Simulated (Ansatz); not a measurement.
An input for Ansatz 0.2.0 (BaWO4 (I4_1/a)):

```yaml
crystal:
  lattice:
    - [-2.833365905, 2.833365905, 6.36926687]
    - [2.833365905, -2.833365905, 6.36926687]
    - [2.833365905, 2.833365905, -6.36926687]
  atoms:
    - { symbol: Ba, position: [0.25, 0.75, 0.5] }
    - { symbol: Ba, position: [0.5, 0.5, 0.0] }
    - { symbol: W, position: [0.75, 0.25, 0.5] }
    - { symbol: W, position: [0.0, 0.0, 0.0] }
    - { symbol: O, position: [0.15214477, 0.04689186, 0.35623995] }
    - { symbol: O, position: [0.69065191, 0.79590482, 0.64376005] }
    - { symbol: O, position: [0.05934809, 0.45409518, 0.85623995] }
    - { symbol: O, position: [0.54590482, 0.40214477, 0.60525291] }
    - { symbol: O, position: [0.20409518, 0.84785523, 0.89474709] }
    - { symbol: O, position: [0.95310814, 0.30934809, 0.10525291] }
    - { symbol: O, position: [0.79689186, 0.94065191, 0.39474709] }
    - { symbol: O, position: [0.59785523, 0.20310814, 0.14376005] }
kpoints:
  mp_grid: { grid: [6, 6, 6] }
hamiltonian:
  xc: r2scan
scf:
  occupations: { method: fixed }
  n_extra_bands: 140
output:
  optics: { e_range: [0, 25], de: 0.1, sigma: 0.2 }
```

```sh
ansatz run input.yaml --threads 3 --pin off --max-ram 92160MiB --backend cuda --events-out ev --progress --plain --runs-dir out --devices 1 --max-vram 13GiB
```

**Question.** Estimate wall time and host memory on 1 × NVIDIA H100 80GB HBM3 (shared by 6 runs) with 3 threads of AMD EPYC 7R13 (Zen 3), shared host.

It took 2 min; on shared hardware allow 59 s to 3.9 min. Peak host memory was 5.6 GiB.

[Paths, hosts, dates, memory and timing lines, banners, echoed tables and standing remarks are left out of the program output.]

[Logs are printed without paths, hosts, clocks, repeated set-up lines and the standing remarks that a program may print on its own settings, such as how far it seeks lower states.]

[Runs of the session that timed out or met a known fault of the program may be left out.]

[Cells called generated may have been cut or substituted from an entry of the Crystallography Open Database or the Materials Project.]

[Hosts, paths, dates, database ids (printed as entryN), source tags and the programs' standing remarks are cut or masked in the printed files.]
